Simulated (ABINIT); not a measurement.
## Beyond one shot: SiO2 (Stishovite)

Wanted: G0W0 and self-consistent gaps of SiO2 (Stishovite), with the cost of the cycles.

Main program and level: ABINIT 10.8.3; LDA and many-body steps on it, plane waves.

**1. Set-up**

It takes space group P4_2/mnm (No. 136, tetragonal). The conventional cell has a = 4.177 Å, b = 4.177 Å, c = 2.665 Å, α = 90.00°, β = 90.00°, γ = 90.00°. Si has 6 O at 1.76 to 1.81 Å nearest. Nearest to O lie 3 Si at 1.76 to 1.81 Å. Farther neighbours and most contacts between anions are not listed.

The cell and positions come from the Crystallography Open Database and are kept as given unless a step says otherwise.

**2. Empty states on the mesh, 4×4×4 mesh, 164 bands**

This step: ABINIT 10.8.3; DFT, LDA, plane waves, norm-conserving pseudopotentials.

The sums over transitions need many empty states on a uniform mesh; this step solves for them.

Contents of run.abi:

```
acell 3*1.0 Angstrom
rprim 
  4.177300000000 0.000000000000 0.000000000000
  0.000000000000 4.177300000000 0.000000000000
  0.000000000000 0.000000000000 2.665200000000
ntypat 2
znucl 14 8
natom 6
typat 1 1 2 2 2 2
xred 
  0.000000000000 0.000000000000 0.000000000000
  0.500000000000 0.500000000000 0.500000000000
  0.305900000000 0.305900000000 0.000000000000
  0.194100000000 0.805900000000 0.500000000000
  0.694100000000 0.694100000000 0.000000000000
  0.805900000000 0.194100000000 0.500000000000
pp_dirpath "pseudos"
pseudos "Si.upf, O.upf"
ecut 36
ngkpt 4 4 4
nshiftk 1
shiftk 0 0 0
kptopt 1
chksymbreak 0
irdden 1
istwfk *1
nband 164
prtvol 0
optdriver 6
gwr_task "HDIAGO"
paral_kgb 0
occopt 1
indata_prefix "in"
outdata_prefix "out"
tmpdata_prefix "tmp"
```

Launch:

```bash
OMP_NUM_THREADS=1 mpirun -n 4 abinit run.abi > log
```

What it wrote:

```text
.Version 10.8.3 of ABINIT. v10.8.2 released Aug 2026.

 Symmetries : space group P4_2/m n m (#136); Bravais tP (primitive tetrag.)
[... echo of the input left out ...]
== DATASET  1 ==================================================================
-   mpi_nproc: 4, omp_nthreads: 1 (-1 if OMP is not activated)

--- !DatasetInfo
iteration_state: {dtset: 1, }
dimensions: {natom: 6, nkpt: 18, mband: 164, nsppol: 1, nspinor: 1, nspden: 1, mpw: 3273, }
cutoff_energies: {ecut:  36.0, pawecutdg:  -1.0, }
[...]
Direct band gap semiconductor
 Fundamental gap:     5.665 (eV)
   VBM:     6.959 (eV) at k: [ 0.0000E+00,  0.0000E+00,  0.0000E+00]
   CBM:    12.624 (eV) at k: [ 0.0000E+00,  0.0000E+00,  0.0000E+00]
 Direct gap:         5.665 (eV) at k: [ 0.0000E+00,  0.0000E+00,  0.0000E+00]

== END DATASET(S) ==============================================================
================================================================================

 -outvars: echo values of variables after computation  --------
           etotal      0.0000000000E+00
            nband         164
             nkpt          18
          spgroup         136
 [... the other variables as echoed above ...]

 Calculation completed.
```

It took 2.3 min on 4 MPI ranks of Arm Neoverse V1, shared host; peak memory 2.5 GiB; 9.1 min of CPU time.

This step gave:

```yaml
gap: 5.665 eV
k_of_the_valence_top: 0, 0, 0
k_of_the_conduction_bottom: 0, 0, 0
least_direct_gap: 5.665 eV
k_points_computed: 18
lowest_point_of_the_top_converged_band_above_the_valence_top: 106.2432 eV
```

On this mesh the gap is 5.665 eV.

The density comes from a self-consistent run that is not shown.

**3. Screening, 4×4×4 mesh, 156 bands, screening to 179.6 eV**

The RPA dielectric matrix is built and inverted for each q.

This step: RPA screening on LDA, plane waves, norm-conserving pseudopotentials.

Changes to run.abi since step 2:

```diff
@@ -24,10 +24,11 @@
 chksymbreak 0
-irdden 1
 istwfk *1
-nband 164
-prtvol 0
-optdriver 6
-gwr_task "HDIAGO"
-paral_kgb 0
 occopt 1
+irdwfk 1
+optdriver 3
+nband 156
+ecuteps 6.6
+inclvkb 2
+awtr 1
+symchi 1
 indata_prefix "in"
```

What it wrote:

```text
.Version 10.8.3 of ABINIT. v10.8.2 released Aug 2026.

 Symmetries : space group P4_2/m n m (#136); Bravais tP (primitive tetrag.)
[... echo of the input left out ...]
== DATASET  1 ==================================================================
-   mpi_nproc: 4, omp_nthreads: 1 (-1 if OMP is not activated)

--- !DatasetInfo
iteration_state: {dtset: 1, }
dimensions: {natom: 6, nkpt: 18, mband: 156, nsppol: 1, nspinor: 1, nspden: 1, mpw: 3273, }
cutoff_energies: {ecut:  36.0, pawecutdg:  -1.0, }
electrons: {nelect:   3.20000000E+01, charge:   0.00000000E+00, occopt:   1.00000000E+00, tsmear:   1.00000000E-02, }

 SCREENING: Calculation of the susceptibility and dielectric matrices

 Based on a program developped by R.W. Godby, V. Olevano, G. Onida, and L. Reining.
 Incorporated in ABINIT by V. Olevano, G.-M. Rignanese, and M. Torrent.
.Using double precision arithmetic ; gwpc =  8

[... cell and pseudopotentials left out ...]
--------------------------------------------------------------------------------

 ==== K-mesh for the wavefunctions ====
 Number of points in the irreducible wedge :    18
[... list of points left out ...]
 Together with 16 symmetry operations and time-reversal symmetry
 yields    64 points in the full Brillouin Zone.

 ==== Q-mesh for the screening function ====
 Number of points in the irreducible wedge :    18
[... list of points left out ...]
 Together with 16 symmetry operations and time-reversal symmetry
 yields    64 points in the full Brillouin Zone.

 setmesh: FFT mesh size selected  =    32x   32x   20
          total number of points  =        20480

 vcoul_init : cutoff-mode = AUXILIARY_FUNCTION
 q-points for optical limit:   1
     1)      0.000010    0.000020    0.000030

- screening: taking advantage of time-reversal symmetry
- Maximum band index for partially occupied states nbvw = 16
- Remaining bands to be divided among processors   nbcw = 140
- Number of bands treated by each node ~35

 Number of electrons calculated from density =   32.0000; Expected =   32.0000
 average of density, n =  0.101961
 r_s =    1.3279
 omega_plasma =   30.8015 [eV]

 calculating chi0 at frequencies [eV] :
  1    0.000000E+00    0.000000E+00
  2    0.000000E+00    3.080149E+01

--------------------------------------------------------------------------------
  q-point number  1        q = ( 0.000000, 0.000000, 0.000000) [r.l.u.]
--------------------------------------------------------------------------------
[... chi0 elements left out ...]
 For q-point:  0.000010 0.000020 0.000030
  dielectric constant =   3.4340
  dielectric constant without local fields =   3.7063

  Average fulfillment of the sum rule on Im[epsilon] for q-point    1 :     76.57  [%]
[... wings left out ...]
  q-point number  2        q = ( 0.250000, 0.000000, 0.000000) [r.l.u.]
--------------------------------------------------------------------------------
[... chi0 elements left out ...]
  Average fulfillment of the sum rule on Im[epsilon] for q-point    2 :     85.59  [%]

 [... 16 further q-points ...]
```

Run time: 2.7 min. Hardware: 4 MPI ranks; peak memory 1.7 GiB; 11 min of CPU time.

This step gave:

* ε∞ with local fields, on this mesh, along the program's q direction: 3.434
* the same without local fields: 3.706
* plasma frequency: 30.80 eV
* plane waves in the screening matrix: 265

Local fields lower ε∞ by 7 %. On a Γ-centred mesh this coarse the value itself is usually too large, while a short band sum pulls it down.

**4. G0W0**

The self-energy is evaluated for the states that the input lists, and the levels follow from it, in one-shot runs by the linearised quasiparticle equation.

This step: G0W0 on LDA, plane waves, norm-conserving pseudopotentials.

Changes to run.abi since step 3:

```diff
@@ -27,8 +27,25 @@
 irdwfk 1
-optdriver 3
+optdriver 4
 nband 156
+gwcalctyp 0
+ecutsigx 36
+symsigma 1
+nkptgw 6
+kptgw 
+  0.0000000000 0.0000000000 0.0000000000
+  0.5000000000 0.0000000000 0.0000000000
+  0.5000000000 0.5000000000 0.0000000000
+  0.0000000000 0.0000000000 0.5000000000
+  0.5000000000 0.0000000000 0.5000000000
+  0.5000000000 0.5000000000 0.5000000000
+bdgw 
+  14 18
+  15 18
+  15 18
+  15 18
+  15 18
+  15 18
 ecuteps 6.6
-inclvkb 2
-awtr 1
-symchi 1
+irdscr 1
+ppmodel 1
 indata_prefix "in"
```

What it wrote:

```text
.Version 10.8.3 of ABINIT. v10.8.2 released Aug 2026.

 Symmetries : space group P4_2/m n m (#136); Bravais tP (primitive tetrag.)
[... echo of the input left out ...]
== DATASET  1 ==================================================================
-   mpi_nproc: 4, omp_nthreads: 1 (-1 if OMP is not activated)

--- !DatasetInfo
iteration_state: {dtset: 1, }
dimensions: {natom: 6, nkpt: 18, mband: 156, nsppol: 1, nspinor: 1, nspden: 1, mpw: 3273, }
cutoff_energies: {ecut:  36.0, pawecutdg:  -1.0, }
electrons: {nelect:   3.20000000E+01, charge:   0.00000000E+00, occopt:   1.00000000E+00, tsmear:   1.00000000E-02, }

 SIGMA: Calculation of the GW corrections

 Based on a program developped by R.W. Godby, V. Olevano, G. Onida, and L. Reining.
 Incorporated in ABINIT by V. Olevano, G.-M. Rignanese, and M. Torrent.
.Using double precision arithmetic ; gwpc =  8

[... cell and pseudopotentials left out ...]
--------------------------------------------------------------------------------

 ==== K-mesh for the wavefunctions ====
 Number of points in the irreducible wedge :    18
[... list of points left out ...]
 Together with 16 symmetry operations and time-reversal symmetry
 yields    64 points in the full Brillouin Zone.

 ==== Q-mesh for screening function ====
 Number of points in the irreducible wedge :    18
[... list of points left out ...]
 Together with 16 symmetry operations and time-reversal symmetry
 yields    64 points in the full Brillouin Zone.

 vcoul_init : cutoff-mode = AUXILIARY_FUNCTION
 q-points for optical limit:   1
     1)      0.000010    0.000020    0.000030
 setmesh: FFT mesh size selected  =    48x   48x   30
          total number of points  =        69120

 Number of electrons calculated from density =   32.0000; Expected =   32.0000
 average of density, n =  0.101961
 r_s =    1.3279
 omega_plasma =   30.8015 [eV]

 === KS Band Gaps ===
  >>>> For spin  1
   Minimum direct gap =   5.6648 [eV], located at k-point      :   0.0000  0.0000  0.0000
   Fundamental gap    =   5.6648 [eV], Top of valence bands at :   0.0000  0.0000  0.0000
                                       Bottom of conduction at :   0.0000  0.0000  0.0000
 SIGMA fundamental parameters:
 PLASMON POLE MODEL  1
 number of plane-waves for SigmaX                 3273
 number of plane-waves for SigmaC and W            265
 number of plane-waves for wavefunctions          3273
 number of bands                                   156
 number of independent spin polarizations            1
 number of spinorial components                      1
 number of k-points in IBZ                          18
 number of q-points in IBZ                          18
 number of symmetry operations                      16
 number of k-points in BZ                           64
 number of q-points in BZ                           64
 number of frequencies for dSigma/dE                 9
 frequency step for dSigma/dE [eV]                0.25
 number of omega for Sigma on real axis              0
 max omega for Sigma on real axis  [eV]           0.00
 zcut for avoiding poles [eV]                     0.10

 EPSILON^-1 parameters (SCR file):
 dimension of the eps^-1 matrix on file            265
 dimension of the eps^-1 matrix used               265
 number of plane-waves for wavefunctions          3273
 number of bands                                   156
 number of q-points in IBZ                          18
 number of frequencies                               2
 number of real frequencies                          1
 number of imag frequencies                          1

 matrix elements of self-energy operator (all in [eV])

 Perturbative Calculation

--- !SelfEnergy_ee
iteration_state: {dtset: 1, }
kpoint     : [   0.000,    0.000,    0.000, ]
spin       : 1
KS_gap     :    5.665
QP_gap     :    8.188
Delta_QP_KS:    2.523
data: !SigmaeeData |
     Band     E0 <VxcDFT>   SigX SigC(E0)      Z dSigC/dE  Sig(E)    E-E0       E
       14   6.055 -20.851 -26.587   4.260   0.821  -0.218 -22.063  -1.212   4.843
       15   6.055 -20.851 -26.587   4.260   0.821  -0.218 -22.063  -1.212   4.843
       16   6.959 -21.031 -27.012   4.504   0.818  -0.222 -22.240  -1.208   5.751
       17  12.624 -16.021 -10.345  -4.118   0.845  -0.184 -14.706   1.315  13.939
       18  13.454 -12.149  -6.086  -4.331   0.865  -0.157 -10.652   1.497  14.951

--- !SelfEnergy_ee
iteration_state: {dtset: 1, }
kpoint     : [   0.500,    0.000,    0.000, ]
spin       : 1
KS_gap     :    8.731
QP_gap     :   11.626
Delta_QP_KS:    2.895
data: !SigmaeeData |
     Band     E0 <VxcDFT>   SigX SigC(E0)      Z dSigC/dE  Sig(E)    E-E0       E
       15   5.878 -20.338 -26.320   4.407   0.819  -0.221 -21.628  -1.290   4.589
[...]
--- !SelfEnergy_ee
iteration_state: {dtset: 1, }
kpoint     : [   0.500,    0.500,    0.000, ]
spin       : 1
KS_gap     :    9.622
QP_gap     :   12.677
Delta_QP_KS:    3.055
data: !SigmaeeData |
     Band     E0 <VxcDFT>   SigX SigC(E0)      Z dSigC/dE  Sig(E)    E-E0       E
[...]
--- !SelfEnergy_ee
iteration_state: {dtset: 1, }
kpoint     : [   0.000,    0.000,    0.500, ]
spin       : 1
KS_gap     :   11.624
QP_gap     :   14.967
Delta_QP_KS:    3.342
data: !SigmaeeData |
     Band     E0 <VxcDFT>   SigX SigC(E0)      Z dSigC/dE  Sig(E)    E-E0       E
[...]
--- !SelfEnergy_ee
iteration_state: {dtset: 1, }
kpoint     : [   0.500,    0.000,    0.500, ]
spin       : 1
KS_gap     :   10.390
QP_gap     :   13.571
Delta_QP_KS:    3.181
data: !SigmaeeData |
     Band     E0 <VxcDFT>   SigX SigC(E0)      Z dSigC/dE  Sig(E)    E-E0       E
[...]
--- !SelfEnergy_ee
iteration_state: {dtset: 1, }
kpoint     : [   0.500,    0.500,    0.500, ]
spin       : 1
KS_gap     :    8.638
QP_gap     :   11.597
Delta_QP_KS:    2.959
data: !SigmaeeData |
     Band     E0 <VxcDFT>   SigX SigC(E0)      Z dSigC/dE  Sig(E)    E-E0       E
[...]
16   5.395 -19.981 -26.324   4.647   0.816  -0.225 -21.365  -1.384   4.011
       17  14.034 -14.949  -8.845  -4.252   0.850  -0.176 -13.374   1.575  15.608
       18  14.034 -14.949  -8.845  -4.252   0.850  -0.176 -13.374   1.575  15.608

== END DATASET(S) ==============================================================
================================================================================

 -outvars: echo values of variables after computation  --------
           etotal      0.0000000000E+00
            nband         156
             nkpt          18
          spgroup         136
 [... the other variables as echoed above ...]

 Calculation completed.
```

The job ended after 72 s (4 MPI ranks; peak memory 1.6 GiB).

Numbers from this step:

```
G0W0 gap on the mesh                         : 8.188 eV
starting gap on the mesh                     : 5.665 eV
k of the valence top                         : 0, 0, 0
k of the conduction bottom                   : 0, 0, 0
Z at the valence top                         : 0.818
Z at the conduction bottom                   : 0.845
least direct G0W0 gap on the computed points : 8.188 eV
```

The gap on the mesh goes from 5.66 eV to 8.19 eV, a correction of +2.52 eV.

**5. evGW0, cycle 1**

This step: evGW0 on LDA, plane waves, norm-conserving pseudopotentials.

Changes to run.abi since step 4:

```diff
@@ -29,20 +29,44 @@
 nband 156
-gwcalctyp 0
+gwcalctyp 10
 ecutsigx 36
 symsigma 1
-nkptgw 6
+nkptgw 18
 kptgw 
   0.0000000000 0.0000000000 0.0000000000
+  0.2500000000 0.0000000000 0.0000000000
   0.5000000000 0.0000000000 0.0000000000
+  0.2500000000 0.2500000000 0.0000000000
+  0.5000000000 0.2500000000 0.0000000000
   0.5000000000 0.5000000000 0.0000000000
+  0.0000000000 0.0000000000 0.2500000000
+  0.2500000000 0.0000000000 0.2500000000
+  0.5000000000 0.0000000000 0.2500000000
+  0.2500000000 0.2500000000 0.2500000000
+  0.5000000000 0.2500000000 0.2500000000
+  0.5000000000 0.5000000000 0.2500000000
   0.0000000000 0.0000000000 0.5000000000
+  0.2500000000 0.0000000000 0.5000000000
   0.5000000000 0.0000000000 0.5000000000
+  0.2500000000 0.2500000000 0.5000000000
+  0.5000000000 0.2500000000 0.5000000000
   0.5000000000 0.5000000000 0.5000000000
 bdgw 
-  14 18
-  15 18
-  15 18
-  15 18
-  15 18
-  15 18
+  5 22
+  5 22
+  5 22
+  5 22
+  5 22
+  5 22
+  5 22
+  5 22
+  5 22
+  5 22
+  5 22
+  5 22
+  5 22
+  5 22
+  5 22
+  5 22
+  5 22
+  5 22
 ecuteps 6.6
```

What it wrote:

```text
.Version 10.8.3 of ABINIT. v10.8.2 released Aug 2026.

 Symmetries : space group P4_2/m n m (#136); Bravais tP (primitive tetrag.)
[... echo of the input left out ...]
== DATASET  1 ==================================================================
-   mpi_nproc: 4, omp_nthreads: 1 (-1 if OMP is not activated)

--- !DatasetInfo
iteration_state: {dtset: 1, }
dimensions: {natom: 6, nkpt: 18, mband: 156, nsppol: 1, nspinor: 1, nspden: 1, mpw: 3273, }
cutoff_energies: {ecut:  36.0, pawecutdg:  -1.0, }
electrons: {nelect:   3.20000000E+01, charge:   0.00000000E+00, occopt:   1.00000000E+00, tsmear:   1.00000000E-02, }

 SIGMA: Calculation of the GW corrections

 Based on a program developped by R.W. Godby, V. Olevano, G. Onida, and L. Reining.
 Incorporated in ABINIT by V. Olevano, G.-M. Rignanese, and M. Torrent.
.Using double precision arithmetic ; gwpc =  8

[... cell and pseudopotentials left out ...]
--------------------------------------------------------------------------------

 ==== K-mesh for the wavefunctions ====
 Number of points in the irreducible wedge :    18
[... list of points left out ...]
 Together with 16 symmetry operations and time-reversal symmetry
 yields    64 points in the full Brillouin Zone.

 ==== Q-mesh for screening function ====
 Number of points in the irreducible wedge :    18
[... list of points left out ...]
 Together with 16 symmetry operations and time-reversal symmetry
 yields    64 points in the full Brillouin Zone.

 vcoul_init : cutoff-mode = AUXILIARY_FUNCTION
 q-points for optical limit:   1
     1)      0.000010    0.000020    0.000030
 setmesh: FFT mesh size selected  =    48x   48x   30
          total number of points  =        69120

 Number of electrons calculated from density =   32.0000; Expected =   32.0000
[...]
spin       : 1
KS_gap     :    9.245
QP_gap     :   12.231
Delta_QP_KS:    2.986
data: !SigmaeeData |
     Band     E_DFT   <VxcDFT>   E(N-1)  <Hhartree>   SigX  SigC[E(N-1)]    Z     dSigC/dE  Sig[E(N)]  DeltaE  E(N)_pert E(N)_diago
[...]
--- !SelfEnergy_ee
iteration_state: {dtset: 1, }
kpoint     : [   0.500,    0.500,    0.500, ]
spin       : 1
KS_gap     :    8.638
QP_gap     :   11.597
Delta_QP_KS:    2.959
data: !SigmaeeData |
     Band     E_DFT   <VxcDFT>   E(N-1)  <Hhartree>   SigX  SigC[E(N-1)]    Z     dSigC/dE  Sig[E(N)]  DeltaE  E(N)_pert E(N)_diago
[...]
21    18.428   -12.447    18.428    30.875    -5.750    -4.770     0.859    -0.164   -10.792     1.655    20.083    20.355
       22    18.428   -12.447    18.428    30.875    -5.750    -4.770     0.859    -0.164   -10.792     1.655    20.083    20.355

 New Fermi energy :        3.613069E-01 Ha ,    9.831661E+00 eV

 === QP Band Gaps ===
  >>>> For spin  1
   Minimum direct gap =   8.6981 [eV], located at k-point      :   0.0000  0.0000  0.0000
   Fundamental gap    =   8.6981 [eV], Top of valence bands at :   0.0000  0.0000  0.0000
                                       Bottom of conduction at :   0.0000  0.0000  0.0000

 writing QP data on file : out_QPS

 Convergence of QP corrections
 >>>>> For spin  1 <<<<<
.  kptgw no:  1; Maximum DeltaE = (   0.000   0.000) for band index:  1
.  kptgw no:  2; Maximum DeltaE = (   1.376  -0.000) for band index:  1
.  kptgw no:  3; Maximum DeltaE = (   1.394  -0.000) for band index:  2
[...]
.  kptgw no: 17; Maximum DeltaE = (   1.615   0.000) for band index:  2
.  kptgw no: 18; Maximum DeltaE = (   1.576   0.000) for band index:  2

== END DATASET(S) ==============================================================
================================================================================

 -outvars: echo values of variables after computation  --------
           etotal      0.0000000000E+00
            nband         156
             nkpt          18
          spgroup         136
 [... the other variables as echoed above ...]

 Calculation completed.
```

Elapsed: 22 min, on 4 MPI ranks; peak memory 2.4 GiB; 88 min of CPU time.

This step gave:

* quasiparticle gap on the mesh: 8.698 eV
* gap of the density functional on the mesh: 5.665 eV
* k of the valence top: 0, 0, 0
* k of the conduction bottom: 0, 0, 0
* Z at the valence top: 0.818
* Z at the conduction bottom: 0.845
* least direct quasiparticle gap on the computed points: 8.698 eV

Against G0W0 in ABINIT (4×4×4 mesh, 156 bands, screening to 179.6 eV, Godby-Needs plasmon pole), the gap moves by +0.510 eV. This first cycle still uses the starting levels; it takes the full correction, at all points of the mesh, and its linearised value is 8.188 eV.

(Part 1 of 3 ends here.)

[Paths, hosts, dates, memory and timing lines, banners, echoed tables and standing remarks are left out of the program output.]

[Logs are printed without paths, hosts, clocks, repeated set-up lines and the standing remarks that a program may print on its own settings, such as how far it seeks lower states.]

[Runs of the session that timed out or met a known fault of the program may be left out.]

[Hosts, paths, dates, database ids (printed as entryN), source tags and the programs' standing remarks are cut or masked in the printed files.]

[G0W0 gaps are taken among the corrected bands and points alone; a level outside them can change the order at an edge.]

[Where Ansatz stands beside ABINIT at settings called matched, ABINIT's density can come from a denser mesh and the files from another edition; pairs whose starting gaps differed by over 0.03 eV were left out, so agreement reads better than it is.]
